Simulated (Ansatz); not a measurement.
# The perfect Cu wire along [111], 7 atoms a period, part 2 of 2

Wanted: the relaxed geometry and the bands of the Cu wire along [111], 7 atoms a period.

Ansatz 0.2.0; DFT PBE, plane waves, PAW; relaxation of a wire's period; PAW set soft_1 (the session's first sound run).

So far: Starting point; The relaxed wire.

## (2) The relaxed wire (continued)

Relaxation path:

| step | energy less that of the first step (eV) | largest force component (eV/Å) | pressure (GPa) | volume (Å³) |
| --- | --- | --- | --- | --- |
| 1 | 0.0000 | 0.9206 | -1.56 | 575.04 |
| 2 | -0.4196 | 0.4384 | -0.85 | 557.01 |
| 3 | -0.5825 | 0.2898 | 0.37 | 528.94 |
| 4 | -0.6102 | 0.0273 | 0.05 | 524.52 |
| 5 | -0.6141 | 0.0073 | 0.07 | 518.99 |
| 6* | -0.6047 | 0.0071 | 0.07 | 518.99 |

Relaxation steps marked * repeat the geometry before them on a plane-wave basis chosen anew for their cell, so energy and pressure can jump there.

The run keeps the 4 symmetry operations that it works with, so distortions that break them were not tested.

| cell as run | before | after | change |
| --- | --- | --- | --- |
| c (Å) | 6.287 | 5.675 | -9.7 % |

The atoms that moved most (Å, along periodic axes as changes of fractional coordinates times the final cell, across vacuum about the mean position):

| atom | dx | dy | dz | length |
| --- | --- | --- | --- | --- |
| Cu7 | -0.030 | -0.015 | 0.007 | 0.034 |
| Cu5 | 0.030 | -0.015 | 0.007 | 0.034 |
| Cu2 | 0.030 | 0.015 | -0.007 | 0.034 |
| Cu4 | -0.030 | 0.015 | -0.007 | 0.034 |
| Cu6 | 0.000 | 0.033 | 0.009 | 0.034 |
| Cu3 | 0.000 | -0.033 | -0.009 | 0.034 |

This step gave:

* energy at zero smearing: -46367.5426 eV
* cell length along the wire: 5.675 Å

The cell's length comes to 5.675 Å with spin left out.

## (3) The wire at its relaxed period

This step: DFT PBE, plane waves, PAW; bands of a perfect wire; PAW set soft_1 (Ansatz 0.2.0).

At the relaxed period the bands are computed along the axis; those that cross an energy going forward count the channels that a perfect wire would open there.

The input, input.yaml:

```yaml
crystal:
  lattice:
    - [9.367, 0.0, 0.0]
    - [0.0, 9.764, 0.0]
    - [0.0, 0.0, 5.674524122]
  atoms:
    - { symbol: Cu, position: [0.499989197, 0.5, 0.0] }
    - { symbol: Cu, position: [0.366214157, 0.42563073, 0.332143496] }
    - { symbol: Cu, position: [0.499989197, 0.648387476, 0.331688921] }
    - { symbol: Cu, position: [0.633764237, 0.42563073, 0.332143496] }
    - { symbol: Cu, position: [0.366214157, 0.57436927, 0.667856504] }
    - { symbol: Cu, position: [0.499989197, 0.351612524, 0.668311079] }
    - { symbol: Cu, position: [0.633764237, 0.57436927, 0.667856504] }
kpoints:
  mp_grid: { grid: [1, 1, 15] }
  band_path: { path: ["Γ", Z], npoints: 90 }
scf:
  occupations: { method: fermi_dirac, width: 0.05 }
hamiltonian:
  xc: pbe
  pseudopotentials: { kind: paw, azcp: { folder: soft_1 } }
output:
  dos: { e_range: [-5, 4] }
  write_potential: true
  write_density: true
  volumetric_format: npy
```

Run with:

```sh
> ansatz run input.yaml --threads 4 --pin off --max-ram 16384MiB --backend cpu --events-out ev --progress --plain --runs-dir out
```

Numbers of over 12 decimals in the logs are rounded to 6 here.

Output:

```text
[...]
Crystal: 7 atoms, lattice volume = 518.989 Å³
Basis set: ecut = 420 eV, 10189 PW (Γ)
Bands: 80, of which v1, the nominal top of the filled ones, is band 67 counted from 1 (66 counted from 0)
Symmetry: 4 space group operations
[...]
k-points: 8 of 15
[...]
SCF iter   1: F=—  HF=-46371.034984 eV  |F-HF|=—  |Δ(HF+E_count)|=         —  Δρ=7.14e-2  dr2=1.76e1  ethr=3.10e-3  ⟨swp⟩=8.6  Hψ=2783  notcnv=0  defer=5
[...]
SCF iter  11: F=-46367.564395 eV  HF=-46367.564395 eV  |F-HF|=2.65e-8  |Δ(HF+E_count)|=   1.98e-7  Δρ=3.62e-6  dr2=5.61e-8  ethr=7.52e-11  ⟨swp⟩=10.1  Hψ=2252  notcnv=0
SCF 1 converged in 11 iterations: F = -46367.564395 eV  dr2 = 5.61e-8
[...]
NSCF: frozen V_eff on 91 k-points
WARN: The output density's exchange-correlation potential varies sharply where the density is thin. Do not read a vacuum level from v_tot or v_xc, or from such a field of the output density. On a cell that repeats whose density bears no net charge and no dipole along the vacuum's axis use v_es (v_loc + v_h of the components); under efield.dipole_correction with no amplitude use v_es + v_field, which holds any externa [...]
SCF converged after 11 iterations
Free energy (F): -46367.564395 eV
[...]
Internal energy: -46367.528837 eV  (E = F + TS)
E sigma→0 (E₀):  -46367.546616 eV
Entropy (-TS):   -0.035557 eV (-5.080 meV/atom)
Fermi energy:    -1.231273 eV
[...]
--- Band table (eV; the first three rows and the last of 8) ---
  k-point 0: bands = [... 63 lower, -2.2008, -1.7385, -1.7268, -0.8404, -0.4801, 0.8191, 0.8877, 1.0921, ... 9 higher]
  k-point 1: bands = [... 63 lower, -2.2025, -1.7285, -1.7168, -1.1416, -0.1264, 0.8496, 0.9016, 1.1013, ... 9 higher]
  k-point 2: bands = [... 63 lower, -2.2070, -1.6972, -1.6855, -1.4979, 0.3550, 0.9206, 0.9886, 1.1165, ... 9 higher]
  k-point 7: bands = [... 63 lower, -2.1415, -2.1397, -1.1417, -1.1301, -0.3826, -0.3684, 1.2301, 1.4258, ... 9 higher]
```

Run time: 21 s. Hardware: 4 threads of Intel Xeon Platinum 8488C (Sapphire Rapids), shared host; peak memory 2.2 GiB.

The column dr2 measures how far the density is from self-consistency, as an energy; F and HF (Harris–Foulkes) agree once it is small.

This step gave:

- energy at zero smearing: -46367.5466 eV
- band gap: 0 eV

The electronic bands at the labelled points (eV, zero at the Fermi level):

| point | band 64 | band 65 | band 66 | band 67 | band 68 | band 69 | band 70 | band 71 |
| --- | --- | --- | --- | --- | --- | --- | --- | --- |
| Γ | -0.97 | -0.51 | -0.50 | 0.39 | 0.75 | 2.05 | 2.12 | 2.32 |
| halfway | -0.97 | -0.69 | -0.35 | -0.34 | 1.93 | 1.96 | 2.07 | 2.40 |
| Z | -0.91 | -0.91 | 0.11 | 0.13 | 0.81 | 0.83 | 2.47 | 2.67 |

Between Γ and Z the bands cross the Fermi level 3 times, so a perfect wire would conduct at least 3 G₀, with spin left out.

## (4) Summary of results

```
cell length, PBE                                            : 5.675 Å
ballistic conductance by band crossings, a lower bound, PBE : 3 G₀
```

What this shows: Under PBE the cell's length is 5.67 Å, and the bands cross the Fermi level 3 times between Γ and Z, which gives a perfect wire at least 3 G₀ (opposite crossings within one step of the path cancel in such a count).

[Logs are printed without paths, hosts, clocks, repeated set-up lines and the standing remarks that a program may print on its own settings, such as how far it seeks lower states.]

[Hosts, paths, dates, database ids (printed as entryN), source tags and the programs' standing remarks are cut or masked in the printed files.]
